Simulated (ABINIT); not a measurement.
# Quasiparticle gap of AlGaN2 (P-4m2) in ABINIT, part 2 of 3

Aim: the G0W0 gap of AlGaN2 (P-4m2) on LDA, step by step.

ABINIT 10.8.3; LDA and many-body steps on it, plane waves. Known limits of the many-body steps: not at the basis limit; no spin-orbit coupling; coarse k mesh.

So far. Step 2 (Ground state): The gap is direct, at Γ.

## (3) Bands along the symmetry lines

Level of this step: DFT, LDA, plane waves, norm-conserving pseudopotentials (ABINIT).

Levels along a band path, at the cheap level, show where the edges lie and whether the meshes to come will hold them.

File run.abi:

```
acell 3*1.0 Angstrom
rprim 
  3.140877048700 0.000000000000 0.000000000000
  0.000000000000 3.140877048700 0.000000000000
  0.000000000000 0.000000000000 4.423837940000
ntypat 3
znucl 13 31 7
natom 4
typat 1 2 3 3
xred 
  0.500000000000 0.500000000000 0.500000000000
  0.000000000000 0.000000000000 0.000000000000
  0.500000000000 0.000000000000 0.738264810000
  0.000000000000 0.500000000000 0.261735190000
pp_dirpath "pseudos"
pseudos "Al.upf, Ga.upf, N.upf"
ecut 45
iscf -2
irdden 1
kptopt 0
nkpt 75
kpt 
  0.00000000 0.00000000 0.00000000
  0.00000000 0.06250000 0.00000000
  0.00000000 0.12500000 0.00000000
  0.00000000 0.18750000 0.00000000
  0.00000000 0.25000000 0.00000000
  0.00000000 0.31250000 0.00000000
  0.00000000 0.37500000 0.00000000
  0.00000000 0.43750000 0.00000000
  0.00000000 0.50000000 0.00000000
  0.06250000 0.50000000 0.00000000
  0.12500000 0.50000000 0.00000000
  0.18750000 0.50000000 0.00000000
  0.25000000 0.50000000 0.00000000
  0.31250000 0.50000000 0.00000000
  0.37500000 0.50000000 0.00000000
  0.43750000 0.50000000 0.00000000
  0.50000000 0.50000000 0.00000000
  0.43750000 0.43750000 0.00000000
  0.37500000 0.37500000 0.00000000
  0.31250000 0.31250000 0.00000000
  0.25000000 0.25000000 0.00000000
  0.18750000 0.18750000 0.00000000
  0.12500000 0.12500000 0.00000000
  0.06250000 0.06250000 0.00000000
  0.00000000 0.00000000 0.00000000
  0.00000000 0.00000000 0.06250000
  0.00000000 0.00000000 0.12500000
  0.00000000 0.00000000 0.18750000
  0.00000000 0.00000000 0.25000000
  0.00000000 0.00000000 0.31250000
  0.00000000 0.00000000 0.37500000
  0.00000000 0.00000000 0.43750000
  0.00000000 0.00000000 0.50000000
  0.00000000 0.06250000 0.50000000
  0.00000000 0.12500000 0.50000000
  0.00000000 0.18750000 0.50000000
  0.00000000 0.25000000 0.50000000
  0.00000000 0.31250000 0.50000000
  0.00000000 0.37500000 0.50000000
  0.00000000 0.43750000 0.50000000
  0.00000000 0.50000000 0.50000000
  0.06250000 0.50000000 0.50000000
  0.12500000 0.50000000 0.50000000
  0.18750000 0.50000000 0.50000000
  0.25000000 0.50000000 0.50000000
  0.31250000 0.50000000 0.50000000
  0.37500000 0.50000000 0.50000000
  0.43750000 0.50000000 0.50000000
  0.50000000 0.50000000 0.50000000
  0.43750000 0.43750000 0.50000000
  0.37500000 0.37500000 0.50000000
  0.31250000 0.31250000 0.50000000
  0.25000000 0.25000000 0.50000000
  0.18750000 0.18750000 0.50000000
  0.12500000 0.12500000 0.50000000
  0.06250000 0.06250000 0.50000000
  0.00000000 0.00000000 0.50000000
  0.00000000 0.50000000 0.00000000
  0.00000000 0.50000000 0.06250000
  0.00000000 0.50000000 0.12500000
  0.00000000 0.50000000 0.18750000
  0.00000000 0.50000000 0.25000000
  0.00000000 0.50000000 0.31250000
  0.00000000 0.50000000 0.37500000
  0.00000000 0.50000000 0.43750000
  0.00000000 0.50000000 0.50000000
  0.50000000 0.50000000 0.00000000
  0.50000000 0.50000000 0.06250000
  0.50000000 0.50000000 0.12500000
  0.50000000 0.50000000 0.18750000
  0.50000000 0.50000000 0.25000000
  0.50000000 0.50000000 0.31250000
  0.50000000 0.50000000 0.37500000
  0.50000000 0.50000000 0.43750000
  0.50000000 0.50000000 0.50000000
istwfk *1
nband 24
nbdbuf 2
tolwfr 1e-08
nstep 40
prtwf 0
prtvol 0
indata_prefix "in"
outdata_prefix "out"
tmpdata_prefix "tmp"
```

Started as:

```sh
> OMP_NUM_THREADS=1 mpirun -n 4 abinit run.abi > log
```

Numbers of over 12 decimals in the logs are rounded to 6 here.

Output:

```text
.Version 10.8.3 of ABINIT. v10.8.2 released Aug 2026.

 Symmetries : space group P-4 m 2 (#115); Bravais tP (primitive tetrag.)
[... echo of the input left out ...]
== DATASET  1 ==================================================================
-   mpi_nproc: 4, omp_nthreads: 1 (-1 if OMP is not activated)

--- !DatasetInfo
iteration_state: {dtset: 1, }
dimensions: {natom: 4, nkpt: 75, mband: 24, nsppol: 1, nspinor: 1, nspden: 1, mpw: 4300, }
cutoff_energies: {ecut:  45.0, pawecutdg:  -1.0, }
electrons: {nelect:   3.40000000E+01, charge:   0.00000000E+00, occopt:   1.00000000E+00, tsmear:   1.00000000E-02, }

 Real(R)+Recip(G) space primitive vectors, cartesian coordinates (Bohr,Bohr^-1):
 R(1)=  5.9353974  0.0000000  0.0000000  G(1)=  0.1684807  0.0000000  0.0000000
 R(2)=  0.0000000  5.9353974  0.0000000  G(2)=  0.0000000  0.1684807  0.0000000
 R(3)=  0.0000000  0.0000000  8.3598421  G(3)=  0.0000000  0.0000000  0.1196195
 Unit cell volume ucvol=  2.9450840E+02 bohr^3
 Angles (23,13,12)=  9.00000000E+01  9.00000000E+01  9.00000000E+01 degrees

 getcut: wavevector=  0.0000  0.0000  0.0000  ngfft=  36  36  54
         ecut(hartree)=     45.000   => boxcut(ratio)=   2.00854

--- Pseudopotential description ------------------------------------------------
- Al Generated using ONCVPSP code by D. R. Hamann
- 13.00000   3.00000  180309                  znucl, zion, pspdat
12 -1012 2 -1 1854                            pspcod,pspxc,lmax,lloc,mmax
     nproj     2     2     2
  pspatm : epsatm=    0.57439143
         --- l  ekb(1:nproj) -->
             0    5.725870    0.726131
             1    6.190420    0.914022
             2   -4.229503   -0.925599
 pspatm: atomic psp has been read  and splines computed

- Ga Generated using ONCVPSP code by D. R. Hamann
- 31.00000  21.00000  180309                  znucl, zion, pspdat
12 -1012 2 -1 1858                            pspcod,pspxc,lmax,lloc,mmax
     nproj     2     2     2
  pspatm : epsatm=   21.89818218
         --- l  ekb(1:nproj) -->
[...]
pspatm: atomic psp has been read  and splines computed

- N Generated using ONCVPSP code by D. R. Hamann
-  7.00000   5.00000  180309                  znucl, zion, pspdat
12 -1012 1 -1 1058                            pspcod,pspxc,lmax,lloc,mmax
     nproj     2     2     0
  pspatm : epsatm=    5.30777321
         --- l  ekb(1:nproj) -->
[...]
pspatm: atomic psp has been read  and splines computed

--------------------------------------------------------------------------------

================================================================================
 prteigrs : about to open file out_EIG
 Non-SCF case, kpt    1 (  0.00000  0.00000  0.00000), residuals and eigenvalues=
  6.38E-09  4.02E-09  8.68E-09  2.43E-09  3.84E-09  6.04E-09  2.43E-09  3.84E-09
  5.25E-09  6.29E-09  2.25E-09  3.32E-09  3.26E-09  5.98E-09  3.48E-09  2.19E-09
[...]
Non-SCF case, kpt    3 (  0.00000  0.12500  0.00000), residuals and eigenvalues=
[...]
Non-SCF case, kpt   74 (  0.50000  0.50000  0.43750), residuals and eigenvalues=
[...]
Non-SCF case, kpt   75 (  0.50000  0.50000  0.50000), residuals and eigenvalues=
[...]
6.0685E-02  7.5762E-02  1.0252E-01  1.0332E-01  1.0332E-01  4.4774E-01
  4.4774E-01  5.4006E-01  6.1685E-01  6.2581E-01  6.2581E-01  6.4374E-01

--- !ResultsGS
iteration_state: {dtset: 1, }
comment   : Summary of ground state results
lattice_vectors:
- [  5.9353974,   0.0000000,   0.0000000, ]
- [  0.0000000,   5.9353974,   0.0000000, ]
- [  0.0000000,   0.0000000,   8.3598421, ]
lattice_lengths: [   5.93540,    5.93540,    8.35984, ]
lattice_angles: [ 90.000,  90.000,  90.000, ] # degrees, (23, 13, 12)
lattice_volume:   2.9450840E+02
convergence: {deltae:  0.000E+00, res2:  0.000E+00, residm:  9.998E-09, diffor:  0.000E+00, }
etotal    :  -2.71191025E+02
entropy   :   0.00000000E+00
fermie    :   2.22581525E-01
cartesian_stress_tensor: null
pressure_GPa: null
xred      :
- [  5.0000E-01,   5.0000E-01,   5.0000E-01, Al]
- [  0.0000E+00,   0.0000E+00,   0.0000E+00, Ga]
- [  5.0000E-01,   0.0000E+00,   7.3826E-01,  N]
- [  0.0000E+00,   5.0000E-01,   2.6174E-01,  N]
cartesian_forces: null
force_length_stats: {min: null, max: null, mean: null, }

 Integrated electronic density in atomic spheres:
 ------------------------------------------------
 Atom  Sphere_radius  Integrated_density
[...]
================================================================================

 ----iterations are completed or convergence reached----

 Mean square residual over all n,k,spin=   53.654E-10; max=  99.980E-10
 reduced coordinates (array xred) for    4 atoms
[...]
0.500000000000      0.000000000000      0.738264810000
       0.000000000000      0.500000000000      0.261735190000

 cartesian coordinates (angstrom) at end:
    1      1.570439     1.570439     2.211919
    2      0.000000     0.000000     0.000000
    3      1.570439     0.000000     3.265964
    4      0.000000     1.570439     1.157874
 length scales=  1.889726125908  1.889726125908  1.889726125908 bohr
              =  1.000000000000  1.000000000000  1.000000000000 angstroms
 prteigrs : about to open file out_EIG
 Eigenvalues (hartree) for nkpt=  75  k points:
 kpt#   1, nband= 24, wtk=  1.00000, kpt=  0.0000  0.0000  0.0000 (reduced coord)
[...]
kpt#   2, nband= 24, wtk=  1.00000, kpt=  0.0000  0.0625  0.0000 (reduced coord)
[...]
kpt#   3, nband= 24, wtk=  1.00000, kpt=  0.0000  0.1250  0.0000 (reduced coord)
[...]
kpt#  74, nband= 24, wtk=  1.00000, kpt=  0.5000  0.5000  0.4375 (reduced coord)
[...]
kpt#  75, nband= 24, wtk=  1.00000, kpt=  0.5000  0.5000  0.5000 (reduced coord)
[...]
-0.25557   -0.19461   -0.19461    0.02915    0.06069    0.07576    0.10252    0.10332
   0.10332    0.44774    0.44774    0.54006    0.61685    0.62581    0.62581    0.64374

== END DATASET(S) ==============================================================
================================================================================

 -outvars: echo values of variables after computation  --------
            nband          24
             nkpt          75
          spgroup         115
 [... the other variables as echoed above ...]

 Calculation completed.
```

The job ended after 46 s (4 MPI ranks of Arm Neoverse V1, shared host; peak memory 0.37 GiB; 3 min of CPU time).

This step gave:

```
gap                        : 2.872 eV
k of the valence top       : 0, 0, 0
k of the conduction bottom : 0, 0, 0
least direct gap           : 2.872 eV
```

The gap is 2.872 eV, as in the run before at this level.

The electronic bands at the labelled points (eV, zero at the top of the highest filled band):

```tsv
point	band 14	band 15	band 16	band 17	band 18	band 19	band 20	band 21
Γ	-2.34	-0.24	0.00	0.00	2.87	3.53	7.47	11.10
halfway	-2.39	-1.87	-0.94	-0.14	4.68	5.26	8.53	10.39
X	-2.96	-2.91	-0.99	-0.69	7.00	7.07	7.96	8.29
halfway	-2.64	-2.62	-2.09	-2.08	4.98	5.20	7.42	9.72
M	-2.29	-2.27	-2.27	-2.27	3.27	3.27	6.16	8.64
halfway	-3.24	-3.00	-1.30	-1.23	5.15	6.04	7.92	10.70
Γ	-2.34	-0.24	0.00	0.00	2.87	3.53	7.47	11.10
halfway	-2.07	-1.31	-0.39	-0.39	3.89	4.42	7.77	10.04
Z	-1.56	-1.56	-1.01	-1.01	5.21	5.34	7.78	9.10
halfway	-1.28	-1.21	-0.98	-0.80	5.70	6.39	8.15	9.38
R	-0.97	-0.87	-0.62	-0.57	5.10	6.49	9.08	9.36
halfway	-2.81	-2.60	-1.49	-1.43	6.81	7.03	7.08	8.43
A	-4.00	-3.27	-3.25	-3.25	6.13	6.13	8.64	10.73
halfway	-2.98	-2.90	-0.96	-0.63	6.83	7.45	7.59	8.51
Z	-1.56	-1.56	-1.01	-1.01	5.21	5.34	7.78	9.10
jump to X	-2.96	-2.91	-0.99	-0.69	7.00	7.07	7.96	8.29
halfway	-1.71	-1.65	-0.98	-0.63	6.00	7.01	8.19	8.38
R	-0.97	-0.87	-0.62	-0.57	5.10	6.49	9.08	9.36
jump to M	-2.29	-2.27	-2.27	-2.27	3.27	3.27	6.16	8.64
halfway	-3.06	-2.81	-2.81	-2.71	4.53	4.53	7.30	9.46
A	-4.00	-3.27	-3.25	-3.25	6.13	6.13	8.64	10.73
```

## (4) Empty states on the mesh, 4×4×2 mesh, 49 bands

The sums over transitions need many empty states on a uniform mesh; this step solves for them.

File run.abi:

```
acell 3*1.0 Angstrom
rprim 
  3.140877048700 0.000000000000 0.000000000000
  0.000000000000 3.140877048700 0.000000000000
  0.000000000000 0.000000000000 4.423837940000
ntypat 3
znucl 13 31 7
natom 4
typat 1 2 3 3
xred 
  0.500000000000 0.500000000000 0.500000000000
  0.000000000000 0.000000000000 0.000000000000
  0.500000000000 0.000000000000 0.738264810000
  0.000000000000 0.500000000000 0.261735190000
pp_dirpath "pseudos"
pseudos "Al.upf, Ga.upf, N.upf"
ecut 45
ngkpt 4 4 2
nshiftk 1
shiftk 0 0 0
kptopt 1
chksymbreak 0
iscf -2
irdden 1
istwfk *1
nband 49
nbdbuf 4
tolwfr 1e-09
nstep 60
prtvol 0
indata_prefix "in"
outdata_prefix "out"
tmpdata_prefix "tmp"
```

Output:

```text
.Version 10.8.3 of ABINIT. v10.8.2 released Aug 2026.

 Symmetries : space group P-4 m 2 (#115); Bravais tP (primitive tetrag.)
[... echo of the input left out ...]
== DATASET  1 ==================================================================
-   mpi_nproc: 4, omp_nthreads: 1 (-1 if OMP is not activated)

--- !DatasetInfo
iteration_state: {dtset: 1, }
dimensions: {natom: 4, nkpt: 12, mband: 49, nsppol: 1, nspinor: 1, nspden: 1, mpw: 4296, }
cutoff_energies: {ecut:  45.0, pawecutdg:  -1.0, }
electrons: {nelect:   3.40000000E+01, charge:   0.00000000E+00, occopt:   1.00000000E+00, tsmear:   1.00000000E-02, }

 Real(R)+Recip(G) space primitive vectors, cartesian coordinates (Bohr,Bohr^-1):
 R(1)=  5.9353974  0.0000000  0.0000000  G(1)=  0.1684807  0.0000000  0.0000000
 R(2)=  0.0000000  5.9353974  0.0000000  G(2)=  0.0000000  0.1684807  0.0000000
 R(3)=  0.0000000  0.0000000  8.3598421  G(3)=  0.0000000  0.0000000  0.1196195
 Unit cell volume ucvol=  2.9450840E+02 bohr^3
 Angles (23,13,12)=  9.00000000E+01  9.00000000E+01  9.00000000E+01 degrees

 getcut: wavevector=  0.0000  0.0000  0.0000  ngfft=  36  36  54
         ecut(hartree)=     45.000   => boxcut(ratio)=   2.00854

--- Pseudopotential description ------------------------------------------------
- Al Generated using ONCVPSP code by D. R. Hamann
- 13.00000   3.00000  180309                  znucl, zion, pspdat
12 -1012 2 -1 1854                            pspcod,pspxc,lmax,lloc,mmax
     nproj     2     2     2
  pspatm : epsatm=    0.57439143
         --- l  ekb(1:nproj) -->
             0    5.725870    0.726131
             1    6.190420    0.914022
             2   -4.229503   -0.925599
 pspatm: atomic psp has been read  and splines computed

- Ga Generated using ONCVPSP code by D. R. Hamann
- 31.00000  21.00000  180309                  znucl, zion, pspdat
12 -1012 2 -1 1858                            pspcod,pspxc,lmax,lloc,mmax
     nproj     2     2     2
  pspatm : epsatm=   21.89818218
         --- l  ekb(1:nproj) -->
[...]
pspatm: atomic psp has been read  and splines computed

- N Generated using ONCVPSP code by D. R. Hamann
-  7.00000   5.00000  180309                  znucl, zion, pspdat
12 -1012 1 -1 1058                            pspcod,pspxc,lmax,lloc,mmax
     nproj     2     2     0
  pspatm : epsatm=    5.30777321
         --- l  ekb(1:nproj) -->
[...]
pspatm: atomic psp has been read  and splines computed

--------------------------------------------------------------------------------

================================================================================
 prteigrs : about to open file out_EIG
 Non-SCF case, kpt    1 (  0.00000  0.00000  0.00000), residuals and eigenvalues=
  8.41E-10  7.53E-10  2.74E-10  2.81E-10  4.50E-10  2.64E-10  2.69E-10  3.83E-10
  9.80E-10  1.71E-10  2.35E-10  3.18E-10  2.74E-10  4.13E-10  4.64E-10  2.90E-10
  4.48E-10  8.86E-10  2.79E-10  6.77E-10  2.76E-10  8.15E-10  5.83E-10  3.67E-10
[...]
4.17E-06
 -4.9637E+00 -3.1689E+00 -3.1689E+00 -3.1685E+00 -3.4131E-01 -2.9483E-01
 -2.6179E-01 -2.6179E-01 -2.6023E-01 -2.5465E-01 -2.0369E-01  1.7057E-02
  1.3656E-01  1.3656E-01  2.1393E-01  2.2258E-01  2.2258E-01  3.2813E-01
[...]
1.1865E+00  1.1900E+00  1.3517E+00  1.3517E+00  1.4203E+00  1.4390E+00
  1.4638E+00  1.4720E+00  1.4720E+00  1.5124E+00  1.5124E+00  1.5781E+00
  1.6893E+00
 prteigrs : prtvol=0 or 1, do not print more k-points.

--- !ResultsGS
iteration_state: {dtset: 1, }
comment   : Summary of ground state results
lattice_vectors:
- [  5.9353974,   0.0000000,   0.0000000, ]
- [  0.0000000,   5.9353974,   0.0000000, ]
- [  0.0000000,   0.0000000,   8.3598421, ]
lattice_lengths: [   5.93540,    5.93540,    8.35984, ]
lattice_angles: [ 90.000,  90.000,  90.000, ] # degrees, (23, 13, 12)
lattice_volume:   2.9450840E+02
convergence: {deltae:  0.000E+00, res2:  0.000E+00, residm:  9.897E-10, diffor:  0.000E+00, }
etotal    :  -2.71191025E+02
entropy   :   0.00000000E+00
fermie    :   2.22581525E-01
cartesian_stress_tensor: null
pressure_GPa: null
xred      :
- [  5.0000E-01,   5.0000E-01,   5.0000E-01, Al]
- [  0.0000E+00,   0.0000E+00,   0.0000E+00, Ga]
- [  5.0000E-01,   0.0000E+00,   7.3826E-01,  N]
- [  0.0000E+00,   5.0000E-01,   2.6174E-01,  N]
cartesian_forces: null
force_length_stats: {min: null, max: null, mean: null, }

 Integrated electronic density in atomic spheres:
 ------------------------------------------------
 Atom  Sphere_radius  Integrated_density
[...]
================================================================================

 ----iterations are completed or convergence reached----

 Mean square residual over all n,k,spin=   51.183E-11; max=  98.968E-11
 reduced coordinates (array xred) for    4 atoms
[...]
0.500000000000      0.000000000000      0.738264810000
       0.000000000000      0.500000000000      0.261735190000

 cartesian coordinates (angstrom) at end:
    1      1.570439     1.570439     2.211919
    2      0.000000     0.000000     0.000000
    3      1.570439     0.000000     3.265964
    4      0.000000     1.570439     1.157874
 length scales=  1.889726125908  1.889726125908  1.889726125908 bohr
              =  1.000000000000  1.000000000000  1.000000000000 angstroms
 prteigrs : about to open file out_EIG
 Eigenvalues (hartree) for nkpt=  12  k points:
 kpt#   1, nband= 49, wtk=  0.03125, kpt=  0.0000  0.0000  0.0000 (reduced coord)
[...]
1.05000    1.10656    1.17649    1.18649    1.18649    1.19001    1.35167    1.35167
   1.42031    1.43901    1.46385    1.47196    1.47196    1.51239    1.51239    1.57807
   1.68931
 prteigrs : prtvol=0 or 1, do not print more k-points.

== END DATASET(S) ==============================================================
================================================================================

 -outvars: echo values of variables after computation  --------
            nband          49
             nkpt          12
          spgroup         115
 [... the other variables as echoed above ...]

 Calculation completed.
```

Elapsed: 16 s, on 4 MPI ranks; peak memory 0.29 GiB.

Numbers from this step:

```yaml
gap: 2.872 eV
k_of_the_valence_top: 0, 0, 0
k_of_the_conduction_bottom: 0, 0, 0
least_direct_gap: 2.872 eV
k_points_computed: 12
lowest_point_of_the_top_converged_band_above_the_valence_top: 34.00 eV
```

On this mesh the gap is 2.872 eV.

(Continued in part 3 of 3.)

[Paths, hosts, dates, memory and timing lines, banners, echoed tables and standing remarks are left out of the program output.]

[Logs are printed without paths, hosts, clocks, repeated set-up lines and the standing remarks that a program may print on its own settings, such as how far it seeks lower states.]

[Runs of the session that timed out or met a known fault of the program may be left out.]

[Hosts, paths, dates, database ids (printed as entryN), source tags and the programs' standing remarks are cut or masked in the printed files.]

[G0W0 gaps are taken among the corrected bands and points alone; a level outside them can change the order at an edge.]

[Where Ansatz stands beside ABINIT at settings called matched, ABINIT's density can come from a denser mesh and the files from another edition; pairs whose starting gaps differed by over 0.03 eV were left out, so agreement reads better than it is.]
